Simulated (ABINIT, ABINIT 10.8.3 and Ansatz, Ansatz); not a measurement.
# Al2O3 (Corundum): Bethe-Salpeter spectra with ABINIT

Wanted: excitons and ε₂ of Al2O3 (Corundum), with cost.

Program: ABINIT 10.8.3 and Ansatz 0.2.0. Level of theory: PBE and many-body steps on it, plane waves. Results are calculated unless marked as measured.

## Step 1: The starting structure

The structure is trigonal, space group R-3c (No. 167). Conventional cell: a = 4.760 Å, b = 4.760 Å, c = 12.996 Å, α = 90.00°, β = 90.00°, γ = 120.00°. Al has 6 O at 1.85 to 1.97 Å nearest. O has 4 Al at 1.85 to 1.97 Å nearest. Farther neighbours and most contacts between anions are not listed.

The cell and positions come from the Crystallography Open Database and are kept as given unless a step says otherwise.

## Step 2: Empty states on the mesh, 4×4×4 mesh, 90 bands

This step: ABINIT 10.8.3; DFT, PBE, plane waves, norm-conserving pseudopotentials.

The sums over transitions need many empty states on a uniform mesh; this step solves for them.

run.abi reads:

```
acell 3*1.0 Angstrom
rprim 
  2.380249999995 1.374237978213 4.331866666707
  -2.380249999995 1.374237978213 4.331866666707
  -0.000000000000 -2.748475956495 4.331866666685
ntypat 2
znucl 13 8
natom 10
typat 1 1 1 1 2 2 2 2 2 2
xred 
  0.352160000000 0.352160000000 0.352160000000
  0.147840000000 0.147840000000 0.147840000000
  0.647840000000 0.647840000000 0.647840000000
  0.852160000000 0.852160000000 0.852160000000
  0.556680000000 0.943320000000 0.250000000000
  0.250000000000 0.556680000000 0.943320000000
  0.943320000000 0.250000000000 0.556680000000
  0.443320000000 0.056680000000 0.750000000000
  0.750000000000 0.443320000000 0.056680000000
  0.056680000000 0.750000000000 0.443320000000
pp_dirpath "pseudos"
pseudos "Al.upf, O.upf"
ecut 36
ngkpt 4 4 4
nshiftk 1
shiftk 0 0 0
kptopt 1
chksymbreak 0
iscf -2
irdden 1
istwfk *1
nband 90
nbdbuf 8
tolwfr 1e-09
nstep 60
prtvol 0
indata_prefix "in"
outdata_prefix "out"
tmpdata_prefix "tmp"
```

Run with:

```sh
$ OMP_NUM_THREADS=1 mpirun -n 8 abinit run.abi > log
```

Numbers of over 12 decimals in the logs are rounded to 6 here.

The log of the run:

```text
.Version 10.8.3 of ABINIT. v10.8.2 released Aug 2026.

 Symmetries : space group R-3 c (#167); Bravais hR (rhombohedral)
[... echo of the input left out ...]
== DATASET  1 ==================================================================
-   mpi_nproc: 8, omp_nthreads: 1 (-1 if OMP is not activated)
-    --> not optimal distribution: autoparal keyword recommended in input file <--

--- !DatasetInfo
iteration_state: {dtset: 1, }
dimensions: {natom: 10, nkpt: 13, mband: 90, nsppol: 1, nspinor: 1, nspden: 1, mpw: 5940, }
cutoff_energies: {ecut:  36.0, pawecutdg:  -1.0, }
[...]
1.45447    1.45447    1.49158    1.53501    1.55218    1.55218    1.60000    1.60000
   1.61910    1.61910    1.69677    1.70130    1.70130    1.70634    1.72434    1.75070
   1.75968    1.79655
 prteigrs : prtvol=0 or 1, do not print more k-points.

== END DATASET(S) ==============================================================
================================================================================

 -outvars: echo values of variables after computation  --------
            nband          90
             nkpt          13
          spgroup         167
 [... the other variables as echoed above ...]

 Calculation completed.
```

It took 39 s on 8 MPI ranks of Intel Xeon Platinum 8488C (Sapphire Rapids), shared host; peak memory 0.76 GiB.

This step gave:

```yaml
gap: 6.266 eV
k_of_the_valence_top: 0, 0, 0
k_of_the_conduction_bottom: 0, 0, 0
least_direct_gap: 6.266 eV
k_points_computed: 13
lowest_point_of_the_top_converged_band_above_the_valence_top: 38.34 eV
```

On this mesh the gap is 6.266 eV.

The density comes from a self-consistent run that is not shown.

## Step 3: Screening, 4×4×4 mesh, 82 bands, screening to 98 eV

The RPA dielectric matrix is built and inverted for each q.

This step: RPA screening on PBE, plane waves, norm-conserving pseudopotentials.

Changes to run.abi since step 2:

```diff
@@ -28,10 +28,11 @@
 chksymbreak 0
-iscf -2
-irdden 1
 istwfk *1
-nband 90
-nbdbuf 8
-tolwfr 1e-09
-nstep 60
-prtvol 0
+occopt 1
+irdwfk 1
+optdriver 3
+nband 82
+ecuteps 3.6
+inclvkb 2
+awtr 1
+symchi 1
 indata_prefix "in"
```

The log of the run:

```text
.Version 10.8.3 of ABINIT. v10.8.2 released Aug 2026.

 Symmetries : space group R-3 c (#167); Bravais hR (rhombohedral)
[... echo of the input left out ...]
== DATASET  1 ==================================================================
-   mpi_nproc: 8, omp_nthreads: 1 (-1 if OMP is not activated)

--- !DatasetInfo
iteration_state: {dtset: 1, }
dimensions: {natom: 10, nkpt: 13, mband: 82, nsppol: 1, nspinor: 1, nspden: 1, mpw: 5940, }
cutoff_energies: {ecut:  36.0, pawecutdg:  -1.0, }
[...]
--------------------------------------------------------------------------------
[... chi0 elements left out ...]
 For q-point:  0.000010 0.000020 0.000030
  dielectric constant =   3.0641
  dielectric constant without local fields =   3.2143

  Average fulfillment of the sum rule on Im[epsilon] for q-point    1 :     40.28  [%]
[... wings left out ...]
  q-point number  2        q = ( 0.250000, 0.000000, 0.000000) [r.l.u.]
--------------------------------------------------------------------------------
[... chi0 elements left out ...]
  Average fulfillment of the sum rule on Im[epsilon] for q-point    2 :     55.24  [%]

 [... 11 further q-points ...]
```

Run time: 85 s. Hardware: 8 MPI ranks; peak memory 3.7 GiB.

Numbers from this step:

| Quantity | Value |
| --- | --- |
| ε∞ with local fields, on this mesh, along the program's q direction | 3.064 |
| the same without local fields | 3.214 |
| plasma frequency | 27.90 eV |
| plane waves in the screening matrix | 181 |

Local fields lower ε∞ by 5 %.

## Step 4: Self-energy, 4×4×4 mesh, 82 bands, screening to 98 eV

The self-energy is evaluated for the states that the input lists, and the levels follow from it, in one-shot runs by the linearised quasiparticle equation.

This step: G0W0 on PBE, plane waves, norm-conserving pseudopotentials.

Changes to run.abi since step 3:

```diff
@@ -31,8 +31,15 @@
 irdwfk 1
-optdriver 3
+optdriver 4
 nband 82
+gwcalctyp 0
+ecutsigx 36
+symsigma 1
+nkptgw 1
+kptgw 
+  0.0000000000 0.0000000000 0.0000000000
+bdgw 
+  22 26
 ecuteps 3.6
-inclvkb 2
-awtr 1
-symchi 1
+irdscr 1
+ppmodel 1
 indata_prefix "in"
```

The log of the run:

```text
.Version 10.8.3 of ABINIT. v10.8.2 released Aug 2026.

 Symmetries : space group R-3 c (#167); Bravais hR (rhombohedral)
[... echo of the input left out ...]
== DATASET  1 ==================================================================
-   mpi_nproc: 8, omp_nthreads: 1 (-1 if OMP is not activated)

--- !DatasetInfo
iteration_state: {dtset: 1, }
dimensions: {natom: 10, nkpt: 13, mband: 82, nsppol: 1, nspinor: 1, nspden: 1, mpw: 5940, }
cutoff_energies: {ecut:  36.0, pawecutdg:  -1.0, }
[...]
24   5.182 -20.398 -25.833   4.602   0.821  -0.218 -21.082  -0.684   4.498
       25  11.448 -13.779  -8.892  -3.170   0.858  -0.165 -12.305   1.474  12.922
       26  14.369 -11.424  -6.101  -3.502   0.864  -0.157  -9.850   1.573  15.942

== END DATASET(S) ==============================================================
================================================================================

 -outvars: echo values of variables after computation  --------
           etotal      0.0000000000E+00
            nband          82
             nkpt          13
          spgroup         167
 [... the other variables as echoed above ...]

 Calculation completed.
```

The job ended after 4.5 s (8 MPI ranks; peak memory 1.9 GiB).

This step gave:

```
G0W0 gap on the points computed              : 8.424 eV
starting gap on the mesh                     : 6.266 eV
k of the valence top                         : 0, 0, 0
k of the conduction bottom                   : 0, 0, 0
least direct G0W0 gap on the computed points : 8.424 eV
```

The gap on the mesh goes from 6.27 eV to 8.42 eV, a correction of +2.16 eV.

The gap opens by 2.158 eV; the next steps shift the empty bands rigidly by 2.158 eV.

## Step 5: Dielectric constant by perturbation theory

This step: Ansatz 0.2.0; DFT, PBE, linear response to an electric field, plane waves, PAW.

The response to a uniform field gives ε∞, a yardstick for the screening that GW builds on its mesh.

input.yaml reads:

```yaml
crystal:
  lattice:
    - [2.38025, 1.3742379782, 4.3318666667]
    - [-2.38025, 1.3742379782, 4.3318666667]
    - [0.0, -2.7484759565, 4.3318666667]
  atoms:
    - { symbol: Al, position: [0.35216, 0.35216, 0.35216] }
    - { symbol: Al, position: [0.14784, 0.14784, 0.14784] }
    - { symbol: Al, position: [0.64784, 0.64784, 0.64784] }
    - { symbol: Al, position: [0.85216, 0.85216, 0.85216] }
    - { symbol: O, position: [0.55668, 0.94332, 0.25] }
    - { symbol: O, position: [0.25, 0.55668, 0.94332] }
    - { symbol: O, position: [0.94332, 0.25, 0.55668] }
    - { symbol: O, position: [0.44332, 0.05668, 0.75] }
    - { symbol: O, position: [0.75, 0.44332, 0.05668] }
    - { symbol: O, position: [0.05668, 0.75, 0.44332] }
kpoints:
  mp_grid: { grid: [6, 6, 6] }
hamiltonian:
  xc: pbe
scf:
  occupations: { method: fixed }
dielectric: {}
```

Run with:

```sh
$ ansatz run input.yaml --threads 8 --pin off --max-ram 18432MiB --backend cpu --events-out ev --progress --plain --runs-dir out
```

The log of the run:

```text
Engine: ansatz 0.2.0, x86_64-unknown-linux-gnu
Pseudopotentials: kind: paw
Pseudopotential: Al, paw, valence charge 3, recommended cutoff 420 eV (normal), Al.paw.azcp
Pseudopotential: O, paw, valence charge 6, recommended cutoff 420 eV (normal), O.paw.azcp
Functional definition: PBE
  parameter kappa = 0.804
  parameter beta = 0.066725
  exchange = pbe_x(kappa = kappa, mu = beta*pi^2/3)
  correlation = pbe_c(beta = beta)
[...]
site 5:
[...]
site 6:
[...]
site 7:
[...]
site 8:
[...]
-0.31489   -0.18180   -1.96571
    site 9:
        -1.93745   -0.08608    0.23326
        -0.08608   -2.03684   -0.13467
         0.31489   -0.18180   -1.96571
  Z* charge neutrality: 8.463e-5 e pre-enforcement
  k-mesh period / interband length: 28.6 Å / 1.25 Å = 22.92 at k = (0.0000, 0.0000, 0.0000), direct gap 6.217 eV — 14 or more, which is no proof of convergence
[key lines of the parts left out:]
SCF converged after 7 iterations
Free energy (F): -5569.550868 eV
Fermi energy:    7.750930 eV
```

The job ended after 9.1 s (8 threads; peak memory 1 GiB; 65 s of CPU time).

The field response gives a mean ε∞ of 3.24, which the model screening below takes as its input.

## Step 6: Model screening

This step: ABINIT 10.8.3; Bethe-Salpeter equation on PBE with a scissors shift, plane waves, norm-conserving pseudopotentials.

Light makes an electron and a hole together. The Bethe-Salpeter equation adds their screened attraction and their exchange, in a window of bands around the gap.

Changes to run.abi since step 4:

```diff
@@ -31,15 +31,20 @@
 irdwfk 1
-optdriver 4
-nband 82
-gwcalctyp 0
-ecutsigx 36
-symsigma 1
-nkptgw 1
-kptgw 
-  0.0000000000 0.0000000000 0.0000000000
-bdgw 
-  22 26
+optdriver 99
+bs_calctype 1
+mbpt_sciss 2.158 eV
+bs_loband 19
+nband 30
+bs_exchange_term 1
+bs_coulomb_term 21
+bs_coupling 0
+bs_algorithm 2
+bs_freq_mesh 0 14 0.1 eV
+zcut 0.15 eV
 ecuteps 3.6
-irdscr 1
-ppmodel 1
+ecutwfn 18
+inclvkb 2
+mdf_epsinf 3.24
+irdden 1
+bs_haydock_niter 300
+bs_haydock_tol -0.02 0
 indata_prefix "in"
```

Run with:

```sh
$ OMP_NUM_THREADS=1 mpirun -n 8 abinit run.abi > log
```

The log of the run:

```text
.Version 10.8.3 of ABINIT. v10.8.2 released Aug 2026.

 Symmetries : space group R-3 c (#167); Bravais hR (rhombohedral)
[... echo of the input left out ...]
== DATASET  1 ==================================================================
-   mpi_nproc: 8, omp_nthreads: 1 (-1 if OMP is not activated)

--- !DatasetInfo
iteration_state: {dtset: 1, }
dimensions: {natom: 10, nkpt: 13, mband: 30, nsppol: 1, nspinor: 1, nspden: 1, mpw: 2110, }
cutoff_energies: {ecut:  18.0, pawecutdg:  -1.0, }
electrons: {nelect:   4.80000000E+01, charge:   0.00000000E+00, occopt:   1.00000000E+00, tsmear:   1.00000000E-02, }

 Exciton: Calculation of dielectric properties by solving the Bethe-Salpeter equation
 in frequency domain and reciprocal space on a transitions basis set.
 Based on a program developed by L. Reining, V. Olevano, F. Sottile,
 S. Albrecht, and G. Onida. Incorporated in ABINIT by M. Giantomassi.

.Using double precision arithmetic ; gwpc =  8

[... cell and pseudopotentials left out ...]
--------------------------------------------------------------------------------

 ==== K-mesh for the wavefunctions ====
 Number of points in the irreducible wedge :    13
[... list of points left out ...]
 Together with 12 symmetry operations and time-reversal symmetry
 yields    64 points in the full Brillouin Zone.

 ==== Q-mesh for the screening function ====
 Number of points in the irreducible wedge :    13
[... list of points left out ...]
 Together with 12 symmetry operations and time-reversal symmetry
 yields    64 points in the full Brillouin Zone.

 vcoul_init : cutoff-mode = AUXILIARY_FUNCTION
 q-points for optical limit:   1
     1)      0.000010    0.000020    0.000030
 setmesh: FFT mesh size selected  =    30x   30x   30
          total number of points  =        27000

 ==== Fundamental parameters for the solution of the Bethe-Salpeter equation: ====
 Algorithm: Haydock technique.
 Dimension of the v, W matrices,  npweps  = 181
 Cutoff for the wavefunctions,    npwwfn  = 2109
 Number of k-points in the IBZ,   nkibz   = 13
 Highest empty band included,     nband   = 30
 === Spin UP ===
 Number of resonant transitions          2304
 Lowest occupied state                   19
 Highest occupied state                  24
 Lowest unoccupied state                 25
 Highest unoccupied state                30
 Minimum frequency [eV]           Emin    =   0.00
 Maximum frequency [eV]           Emax    =  14.00
 Frequency step [eV]              dE      =   0.10
 Lorentzian broadening [eV]       eta     =   0.15
 RPA L0 with KS energies and KS wavefunctions
 Scissors operator energy [eV] =          2.16
 Local fields effects (v term) included
 Excitonic effects (W term) included
 Full W_GG' included
 W is approximated with the model dielectric function
 Resonant-only calculation (Hermitian case)

 Calculating epsilon_Macro(q-->0,w), along the following directions:
 q = (  1.181896  0.000000  0.000000) [r.l.u.]
 q = (  0.000000  1.181896  0.000000) [r.l.u.]
 q = (  0.000000  0.000000  1.181896) [r.l.u.]
 q = (  0.715882 -0.715882  0.000000) [r.l.u.]
 q = (  0.413315  0.413315 -0.826630) [r.l.u.]
 q = (  1.302849  1.302849  1.302849) [r.l.u.]
 Number of electrons calculated from density =   47.9439; Expected =   48.0000
 average of density, n =  0.083565
 r_s =    1.4189
 omega_plasma =   27.8849 [eV]

. Writing resonant excitonic Hamiltonian on file out_BSR; file size=   0.04 [Gb].
 Writing KS-RPA macroscopic dielectric function without local fields to file: out_RPA_NLF_MDF
 Writing GW-RPA macroscopic dielectric function without local fields to file: out_GW_NLF_MDF
 >>> Haydock algorithm converged twice within haydock_tol=  -2.00E-02 after 108 iterations.
 >>> Haydock algorithm converged twice within haydock_tol=  -2.00E-02 after 103 iterations.
 >>> Haydock algorithm converged twice within haydock_tol=  -2.00E-02 after 110 iterations.
 >>> Haydock algorithm converged twice within haydock_tol=  -2.00E-02 after less than 100 iterations.
 >>> Haydock algorithm converged twice within haydock_tol=  -2.00E-02 after 105 iterations.
 >>> Haydock algorithm converged twice within haydock_tol=  -2.00E-02 after less than 100 iterations.
 Writing EXC Macroscopic dielectric function to file: out_EXC_MDF

 Macroscopic dielectric function:
 omega [eV] <KS_RPA_nlf>  <GW_RPA_nlf>  <BSE>
   0.0000   1.7740   0.0000   1.6365   0.0000   1.7367   0.0000
   0.1000   1.7740   0.0002   1.6365   0.0001   1.7368   0.0002
   0.2000   1.7743   0.0005   1.6366   0.0003   1.7370   0.0004
   0.3000   1.7747   0.0007   1.6368   0.0004   1.7374   0.0006
   0.4000   1.7753   0.0010   1.6371   0.0005   1.7378   0.0008
   0.5000   1.7760   0.0012   1.6375   0.0007   1.7385   0.0010
   0.6000   1.7769   0.0015   1.6380   0.0008   1.7392   0.0013
   0.7000   1.7779   0.0017   1.6386   0.0009   1.7402   0.0015
   0.8000   1.7792   0.0020   1.6393   0.0011   1.7412   0.0017
   0.9000   1.7806   0.0022   1.6400   0.0012   1.7424   0.0019

== END DATASET(S) ==============================================================
================================================================================

 -outvars: echo values of variables after computation  --------
           etotal      0.0000000000E+00
            nband          30
             nkpt          13
          spgroup         167
 [... the other variables as echoed above ...]

 Calculation completed.
```

The job ended after 1.8 min (8 MPI ranks; peak memory 1.3 GiB; 14 min of CPU time).

This step gave:

* direct gap of the transition levels: 8.424 eV
* transitions in the window: 2304
* Coulomb term of one mesh cell: 0.7181 eV

The ε₂ has structure finer than the step of the table below, so its rows give means over 0.5 eV, whole bins alone (the curve runs from 0 to 13.9 eV). Peaks (eV: height): BSE 7.70: 1.52, 8.80: 3.58, 10.30: 3.60, 10.90: 2.90, 11.80: 3.01; no electron-hole interaction 9.80: 1.43, 11.20: 1.84, 13.10: 4.16; Kohn-Sham, no shift 7.60: 1.36, 11.00: 4.15.

Mean over the three Cartesian directions of q; broadening 0.15 eV; transition window only. Limits: finite bands, cutoff and mesh; exciton not shown settled in the k mesh. Table of ε₂ by photon energy; means over each step:

| photon energy (eV) | BSE | no electron-hole interaction | Kohn-Sham, no shift |
| --- | --- | --- | --- |
| 0.5 | 0.00105 | 6.6e-4 | 0.00124 |
| 1.0 | 0.00217 | 0.00134 | 0.00250 |
| 1.5 | 0.00332 | 0.00204 | 0.00386 |
| 2.0 | 0.00460 | 0.00280 | 0.00539 |
| 2.5 | 0.00606 | 0.00362 | 0.00716 |
| 3.0 | 0.00777 | 0.00454 | 0.00931 |
| 3.5 | 0.00983 | 0.00559 | 0.0120 |
| 4.0 | 0.0124 | 0.00683 | 0.0155 |
| 4.5 | 0.0158 | 0.00831 | 0.0207 |
| 5.0 | 0.0204 | 0.0101 | 0.0293 |
| 5.5 | 0.0273 | 0.0125 | 0.0492 |
| 6.0 | 0.0385 | 0.0155 | 0.191 |
| 6.5 | 0.0606 | 0.0200 | 0.289 |
| 7.0 | 0.127 | 0.0270 | 0.271 |
| 7.5 | 0.729 | 0.0413 | 1.03 |
| 8.0 | 0.698 | 0.105 | 1.09 |
| 8.5 | 1.59 | 0.342 | 0.621 |
| 9.0 | 2.06 | 0.193 | 1.44 |
| 9.5 | 0.986 | 0.758 | 2.03 |
| 10.0 | 1.63 | 1.24 | 2.29 |
| 10.5 | 2.64 | 0.659 | 3.30 |
| 11.0 | 2.44 | 1.20 | 3.98 |
| 11.5 | 2.43 | 1.74 | 3.27 |
| 12.0 | 2.85 | 2.35 | 2.09 |
| 12.5 | 2.30 | 2.80 | 1.44 |
| 13.0 | 1.60 | 4.00 | 0.602 |
| 13.5 | 1.00 | 3.54 | 0.186 |

## Step 7: Empty states on the mesh, 4×4×4 mesh, 46 bands

This step: DFT, PBE, plane waves, norm-conserving pseudopotentials.

Changes to run.abi since step 6:

```diff
@@ -25,26 +25,13 @@
 nshiftk 1
-shiftk 0 0 0
-kptopt 1
+shiftk 0.11 0.21 0.31
+kptopt 3
 chksymbreak 0
+iscf -2
+irdden 1
 istwfk *1
-occopt 1
-irdwfk 1
-optdriver 99
-bs_calctype 1
-mbpt_sciss 2.158 eV
-bs_loband 19
-nband 30
-bs_exchange_term 1
-bs_coulomb_term 21
-bs_coupling 0
-bs_algorithm 2
-bs_freq_mesh 0 14 0.1 eV
-zcut 0.15 eV
-ecuteps 3.6
-ecutwfn 18
-inclvkb 2
-mdf_epsinf 3.24
-irdden 1
-bs_haydock_niter 300
-bs_haydock_tol -0.02 0
+nband 46
+nbdbuf 4
+tolwfr 1e-09
+nstep 60
+prtvol 0
 indata_prefix "in"
```

The log of the run:

```text
.Version 10.8.3 of ABINIT. v10.8.2 released Aug 2026.

 Symmetries : space group R-3 c (#167); Bravais hR (rhombohedral)
[... echo of the input left out ...]
== DATASET  1 ==================================================================
-   mpi_nproc: 8, omp_nthreads: 1 (-1 if OMP is not activated)

--- !DatasetInfo
iteration_state: {dtset: 1, }
dimensions: {natom: 10, nkpt: 64, mband: 46, nsppol: 1, nspinor: 1, nspden: 1, mpw: 5941, }
cutoff_energies: {ecut:  36.0, pawecutdg:  -1.0, }
[...]
0.42423    0.52959    0.58411    0.61440    0.61756    0.62032    0.64101    0.64871
   0.65505    0.68555    0.72493    0.72798    0.73229    0.73423    0.73813    0.77352
   0.77616    0.86281    0.86418    0.87502    0.87857    0.90337
 prteigrs : prtvol=0 or 1, do not print more k-points.

== END DATASET(S) ==============================================================
================================================================================

 -outvars: echo values of variables after computation  --------
            nband          46
             nkpt          64
          spgroup         167
 [... the other variables as echoed above ...]

 Calculation completed.
```

The job ended after 64 s (8 MPI ranks; peak memory 0.92 GiB).

Numbers from this step:

- gap: 6.395 eV
- k of the valence top: 0.0275, 0.0525, 0.0775
- k of the conduction bottom: 0.0275, 0.0525, 0.0775
- least direct gap: 6.395 eV
- k points computed: 64
- lowest point of the top converged band, above the valence top: 15.79 eV

On this mesh the gap is 6.395 eV.

(Continued in part 2 of 2.)

[Paths, hosts, dates, memory and timing lines, banners, echoed tables and standing remarks are left out of the program output.]

[Logs are printed without paths, hosts, clocks, repeated set-up lines and the standing remarks that a program may print on its own settings, such as how far it seeks lower states.]

[Runs of the session that timed out or met a known fault of the program may be left out.]

[Hosts, paths, dates, database ids (printed as entryN), source tags and the programs' standing remarks are cut or masked in the printed files.]

[G0W0 gaps are taken among the corrected bands and points alone; a level outside them can change the order at an edge.]

[Where Ansatz stands beside ABINIT at settings called matched, ABINIT's density can come from a denser mesh and the files from another edition; pairs whose starting gaps differed by over 0.03 eV were left out, so agreement reads better than it is.]
